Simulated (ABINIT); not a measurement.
# A GW chain in ABINIT: CaC2 (R-3m), part 3 of 3

Wanted: ground state, empty states, screening and self-energy for CaC2 (R-3m).

ABINIT 10.8.3; PBEsol and many-body steps on it, plane waves. Known limits of the many-body steps: not at the basis limit.

So far. Step 3 (Bands along the symmetry lines): The gap is 2.585 eV, as in the run before at this level. Step 4 (Empty states on the mesh, 4×4×4 mesh, 42 bands): On this mesh the gap is 2.585 eV.

### 5. Screening, 4×4×4 mesh, 38 bands, screening to 87.1 eV

The RPA dielectric matrix is built and inverted for each q.

This step: RPA screening on PBEsol, plane waves, norm-conserving pseudopotentials.

File run.abi:

```
acell 3*1.0 Angstrom
rprim 
  1.944397984288 1.122598699617 3.953874776707
  -1.944397984288 1.122598699617 3.953874776707
  -0.000000000000 -2.245197399304 3.953874776686
ntypat 2
znucl 20 6
natom 3
typat 1 2 2
xred 
  0.000000000000 0.000000000000 0.000000000000
  0.552915000000 0.552915000000 0.552915000000
  0.447085000000 0.447085000000 0.447085000000
pp_dirpath "pseudos"
pseudos "Ca.upf, C.upf"
ecut 37
ngkpt 4 4 4
nshiftk 1
shiftk 0 0 0
kptopt 1
chksymbreak 0
istwfk *1
occopt 1
irdwfk 1
optdriver 3
nband 38
ecuteps 3.2
inclvkb 2
awtr 1
symchi 1
indata_prefix "in"
outdata_prefix "out"
tmpdata_prefix "tmp"
```

On the command line:

```sh
OMP_NUM_THREADS=1 mpirun -n 8 abinit run.abi > log
```

Numbers of over 12 decimals in the logs are rounded to 6 here.

What it wrote:

```text
.Version 10.8.3 of ABINIT. v10.8.2 released Aug 2026.

 Symmetries : space group R-3 m (#166); Bravais hR (rhombohedral)
[... echo of the input left out ...]
== DATASET  1 ==================================================================
-   mpi_nproc: 8, omp_nthreads: 1 (-1 if OMP is not activated)

--- !DatasetInfo
iteration_state: {dtset: 1, }
dimensions: {natom: 3, nkpt: 13, mband: 38, nsppol: 1, nspinor: 1, nspden: 1, mpw: 3777, }
cutoff_energies: {ecut:  37.0, pawecutdg:  -1.0, }
electrons: {nelect:   1.80000000E+01, charge:   0.00000000E+00, occopt:   1.00000000E+00, tsmear:   1.00000000E-02, }

 SCREENING: Calculation of the susceptibility and dielectric matrices

 Based on a program developped by R.W. Godby, V. Olevano, G. Onida, and L. Reining.
 Incorporated in ABINIT by V. Olevano, G.-M. Rignanese, and M. Torrent.
.Using double precision arithmetic ; gwpc =  8

[... cell and pseudopotentials left out ...]
--------------------------------------------------------------------------------

 ==== K-mesh for the wavefunctions ====
 Number of points in the irreducible wedge :    13
[... list of points left out ...]
 Together with 12 symmetry operations and time-reversal symmetry
 yields    64 points in the full Brillouin Zone.

 ==== Q-mesh for the screening function ====
 Number of points in the irreducible wedge :    13
[... list of points left out ...]
 Together with 12 symmetry operations and time-reversal symmetry
 yields    64 points in the full Brillouin Zone.

 setmesh: FFT mesh size selected  =    32x   32x   32
          total number of points  =        32768

 vcoul_init : cutoff-mode = AUXILIARY_FUNCTION
 q-points for optical limit:   1
     1)      0.000010    0.000020    0.000030

- screening: taking advantage of time-reversal symmetry
- Maximum band index for partially occupied states nbvw = 9
- Remaining bands to be divided among processors   nbcw = 29
- Number of bands treated by each node ~3

 Number of electrons calculated from density =   18.0000; Expected =   18.0000
 average of density, n =  0.051510
 r_s =    1.6673
 omega_plasma =   21.8928 [eV]

 calculating chi0 at frequencies [eV] :
  1    0.000000E+00    0.000000E+00
  2    0.000000E+00    2.189282E+01

--------------------------------------------------------------------------------
  q-point number  1        q = ( 0.000000, 0.000000, 0.000000) [r.l.u.]
--------------------------------------------------------------------------------
[... chi0 elements left out ...]
 For q-point:  0.000010 0.000020 0.000030
  dielectric constant =   3.7910
  dielectric constant without local fields =   4.6949

  Average fulfillment of the sum rule on Im[epsilon] for q-point    1 :     46.38  [%]
[... wings left out ...]
  q-point number  2        q = ( 0.250000, 0.000000, 0.000000) [r.l.u.]
--------------------------------------------------------------------------------
[... chi0 elements left out ...]
  Average fulfillment of the sum rule on Im[epsilon] for q-point    2 :     63.09  [%]

 [... 11 further q-points ...]
```

Elapsed: 11 s, on 8 MPI ranks of Arm Neoverse V1, shared host; peak memory 1.4 GiB.

This step gave:

- ε∞ with local fields, on this mesh, along the program's q direction: 3.791
- the same without local fields: 4.695
- plasma frequency: 21.89 eV
- plane waves in the screening matrix: 97

Local fields lower ε∞ by 19 %.

### 6. Self-energy, 4×4×4 mesh, 38 bands, screening to 87.1 eV

The self-energy is evaluated for the states that the input lists, and the levels follow from it, in one-shot runs by the linearised quasiparticle equation.

This step: G0W0 on PBEsol, plane waves, norm-conserving pseudopotentials.

Changes to run.abi since step 5:

```diff
@@ -24,8 +24,19 @@
 irdwfk 1
-optdriver 3
+optdriver 4
 nband 38
+gwcalctyp 0
+ecutsigx 37
+symsigma 1
+nkptgw 3
+kptgw 
+  0.5000000000 0.5000000000 0.5000000000
+  0.5000000000 0.5000000000 0.0000000000
+  0.0000000000 0.0000000000 0.0000000000
+bdgw 
+  7 11
+  8 11
+  8 11
 ecuteps 3.2
-inclvkb 2
-awtr 1
-symchi 1
+irdscr 1
+ppmodel 1
 indata_prefix "in"
```

What it wrote:

```text
.Version 10.8.3 of ABINIT. v10.8.2 released Aug 2026.

 Symmetries : space group R-3 m (#166); Bravais hR (rhombohedral)
[... echo of the input left out ...]
== DATASET  1 ==================================================================
-   mpi_nproc: 8, omp_nthreads: 1 (-1 if OMP is not activated)

--- !DatasetInfo
iteration_state: {dtset: 1, }
dimensions: {natom: 3, nkpt: 13, mband: 38, nsppol: 1, nspinor: 1, nspden: 1, mpw: 3777, }
cutoff_energies: {ecut:  37.0, pawecutdg:  -1.0, }
electrons: {nelect:   1.80000000E+01, charge:   0.00000000E+00, occopt:   1.00000000E+00, tsmear:   1.00000000E-02, }

 SIGMA: Calculation of the GW corrections

 Based on a program developped by R.W. Godby, V. Olevano, G. Onida, and L. Reining.
 Incorporated in ABINIT by V. Olevano, G.-M. Rignanese, and M. Torrent.
.Using double precision arithmetic ; gwpc =  8

[... cell and pseudopotentials left out ...]
--------------------------------------------------------------------------------

 ==== K-mesh for the wavefunctions ====
 Number of points in the irreducible wedge :    13
[... list of points left out ...]
 Together with 12 symmetry operations and time-reversal symmetry
 yields    64 points in the full Brillouin Zone.

 ==== Q-mesh for screening function ====
 Number of points in the irreducible wedge :    13
[... list of points left out ...]
 Together with 12 symmetry operations and time-reversal symmetry
 yields    64 points in the full Brillouin Zone.

 vcoul_init : cutoff-mode = AUXILIARY_FUNCTION
 q-points for optical limit:   1
     1)      0.000010    0.000020    0.000030
 setmesh: FFT mesh size selected  =    48x   48x   48
          total number of points  =       110592

 Number of electrons calculated from density =   18.0000; Expected =   18.0000
 average of density, n =  0.051510
 r_s =    1.6673
 omega_plasma =   21.8928 [eV]

 === KS Band Gaps ===
  >>>> For spin  1
   Minimum direct gap =   3.8903 [eV], located at k-point      :   0.5000  0.5000  0.0000
   Fundamental gap    =   2.5851 [eV], Top of valence bands at :   0.5000  0.5000  0.5000
                                       Bottom of conduction at :   0.5000  0.5000  0.0000
 SIGMA fundamental parameters:
 PLASMON POLE MODEL  1
 number of plane-waves for SigmaX                 3777
 number of plane-waves for SigmaC and W             97
 number of plane-waves for wavefunctions          3777
 number of bands                                    38
 number of independent spin polarizations            1
 number of spinorial components                      1
 number of k-points in IBZ                          13
 number of q-points in IBZ                          13
 number of symmetry operations                      12
 number of k-points in BZ                           64
 number of q-points in BZ                           64
 number of frequencies for dSigma/dE                 9
 frequency step for dSigma/dE [eV]                0.25
 number of omega for Sigma on real axis              0
 max omega for Sigma on real axis  [eV]           0.00
 zcut for avoiding poles [eV]                     0.10

 EPSILON^-1 parameters (SCR file):
 dimension of the eps^-1 matrix on file             97
 dimension of the eps^-1 matrix used                97
 number of plane-waves for wavefunctions          3777
 number of bands                                    38
 number of q-points in IBZ                          13
 number of frequencies                               2
 number of real frequencies                          1
 number of imag frequencies                          1

 matrix elements of self-energy operator (all in [eV])

 Perturbative Calculation

--- !SelfEnergy_ee
iteration_state: {dtset: 1, }
kpoint     : [   0.500,    0.500,    0.500, ]
spin       : 1
KS_gap     :    5.544
QP_gap     :    6.693
Delta_QP_KS:    1.149
data: !SigmaeeData |
     Band     E0 <VxcDFT>   SigX SigC(E0)      Z dSigC/dE  Sig(E)    E-E0       E
        7   1.052 -13.415 -16.390   2.332   0.784  -0.276 -13.919  -0.504   0.548
        8   1.052 -13.415 -16.390   2.332   0.784  -0.276 -13.919  -0.504   0.548
        9   2.560 -14.924 -18.845   3.485   0.779  -0.284 -15.264  -0.340   2.220
       10   8.104  -8.203  -3.942  -3.294   0.837  -0.195  -7.394   0.809   8.913
       11   8.246 -14.001  -6.893  -3.954   0.813  -0.231 -11.438   2.563  10.809

--- !SelfEnergy_ee
iteration_state: {dtset: 1, }
kpoint     : [   0.500,    0.500,    0.000, ]
spin       : 1
KS_gap     :    3.890
QP_gap     :    5.962
Delta_QP_KS:    2.071
data: !SigmaeeData |
     Band     E0 <VxcDFT>   SigX SigC(E0)      Z dSigC/dE  Sig(E)    E-E0       E
        8   1.231 -13.450 -16.535   2.332   0.785  -0.273 -14.041  -0.591   0.640
        9   1.255 -13.860 -17.884   3.456   0.774  -0.292 -14.300  -0.440   0.815
       10   5.145 -11.474  -6.641  -2.838   0.817  -0.223  -9.843   1.631   6.777
       11   6.555 -13.746  -7.688  -3.221   0.807  -0.240 -11.458   2.289   8.844

--- !SelfEnergy_ee
iteration_state: {dtset: 1, }
kpoint     : [   0.000,    0.000,    0.000, ]
spin       : 1
KS_gap     :    3.898
QP_gap     :    6.430
Delta_QP_KS:    2.532
data: !SigmaeeData |
     Band     E0 <VxcDFT>   SigX SigC(E0)      Z dSigC/dE  Sig(E)    E-E0       E
        8   1.731 -13.847 -16.648   2.181   0.787  -0.271 -14.335  -0.488   1.243
        9   1.731 -13.847 -16.648   2.181   0.787  -0.271 -14.335  -0.488   1.243
       10   5.629 -12.960  -7.505  -2.935   0.811  -0.233 -10.916   2.044   7.674
       11   5.629 -12.960  -7.505  -2.935   0.811  -0.233 -10.916   2.044   7.674

== END DATASET(S) ==============================================================
================================================================================

 -outvars: echo values of variables after computation  --------
           etotal      0.0000000000E+00
            nband          38
             nkpt          13
          spgroup         166
 [... the other variables as echoed above ...]

 Calculation completed.
```

Elapsed: 4.3 s, on 8 MPI ranks; peak memory 1.3 GiB.

This step gave:

* G0W0 gap on the points computed: 4.557 eV
* starting gap on the mesh: 2.585 eV
* k of the valence top: 0.5, 0.5, 0.5
* k of the conduction bottom: 0.5, 0.5, 0
* Z at the valence top: 0.779
* Z at the conduction bottom: 0.817
* least direct G0W0 gap on the computed points: 5.962 eV

The gap on the mesh goes from 2.59 eV to 4.56 eV, a correction of +1.97 eV.

Limits: finite bands, cutoff and mesh. v1 is the top filled band, c1 the lowest empty one. Levels before and after the correction, in eV, zero at the valence-band top of each column:

|  | conduction bottom | valence top |
| --- | --- | --- |
| Kohn-Sham | 2.59 | 0.00 |
| G0W0 | 4.56 | 0.00 |

|  | level | energy (eV) |
| --- | --- | --- |
| Kohn-Sham | (0.5 0.5 0.5) v3-v2 | -1.508 |
| Kohn-Sham | (0.5 0.5 0.5) v1 | 0.000 |
| Kohn-Sham | (0.5 0.5 0.5) c1 | 5.544 |
| Kohn-Sham | (0.5 0.5 0.5) c2 | 5.686 |
| Kohn-Sham | (0.5 0.5 0) v2 | -1.329 |
| Kohn-Sham | (0.5 0.5 0) v1 | -1.305 |
| Kohn-Sham | (0.5 0.5 0) c1 | 2.585 |
| Kohn-Sham | (0.5 0.5 0) c2 | 3.995 |
| G0W0 | (0.5 0.5 0.5) v3-v2 | -1.672 |
| G0W0 | (0.5 0.5 0.5) v1 | 0.000 |
| G0W0 | (0.5 0.5 0.5) c1 | 6.693 |
| G0W0 | (0.5 0.5 0.5) c2 | 8.589 |
| G0W0 | (0.5 0.5 0) v2 | -1.580 |
| G0W0 | (0.5 0.5 0) v1 | -1.405 |
| G0W0 | (0.5 0.5 0) c1 | 4.557 |
| G0W0 | (0.5 0.5 0) c2 | 6.624 |

### 7. Where the time went

Times are wall times on 8 MPI ranks of Arm Neoverse V1, shared host, good to a factor of about two.

| step | time | share | memory (GiB) |
| --- | --- | --- | --- |
| ground state | 11 s | 23 % | 0.74 |
| bands along the symmetry lines | 14 s | 29 % | 0.57 |
| empty states on the mesh | 8.4 s | 17 % | 0.56 |
| screening | 11 s | 23 % | 1.4 |
| self-energy | 4.3 s | 9 % | 1.3 |

### 8. Outcome

| Quantity | Value |
| --- | --- |
| PBEsol gap | 2.59 eV, indirect |
| G0W0 gap on the mesh | 4.56 eV |
| GW settings | 4×4×4 mesh, 38 bands, screening to 87.1 eV, Godby-Needs plasmon pole |
| known limits | not at the basis limit |

What this shows: G0W0 moves the gap on the mesh from 2.59 eV to 4.56 eV (+1.97 eV), with Z of 0.78 and 0.82 at the edges. Local fields lower the RPA ε∞ on this mesh from 4.69 to 3.79. Only 3 of the mesh's irreducible points were corrected, so a valley elsewhere could overtake. Bands and cutoff are finite, so the gap is not at the basis limit. The miss can reach some tenths of an eV and take either sign; the mesh is an error of its own. In the G0W0 run levels were corrected at 3 k points alone, so a gap called «on the mesh» is the least over those, and an edge elsewhere would be missed.

[Paths, hosts, dates, memory and timing lines, banners, echoed tables and standing remarks are left out of the program output.]

[Logs are printed without paths, hosts, clocks, repeated set-up lines and the standing remarks that a program may print on its own settings, such as how far it seeks lower states.]

[Runs of the session that timed out or met a known fault of the program may be left out.]

[Hosts, paths, dates, database ids (printed as entryN), source tags and the programs' standing remarks are cut or masked in the printed files.]

[G0W0 gaps are taken among the corrected bands and points alone; a level outside them can change the order at an edge.]

[Where Ansatz stands beside ABINIT at settings called matched, ABINIT's density can come from a denser mesh and the files from another edition; pairs whose starting gaps differed by over 0.03 eV were left out, so agreement reads better than it is.]
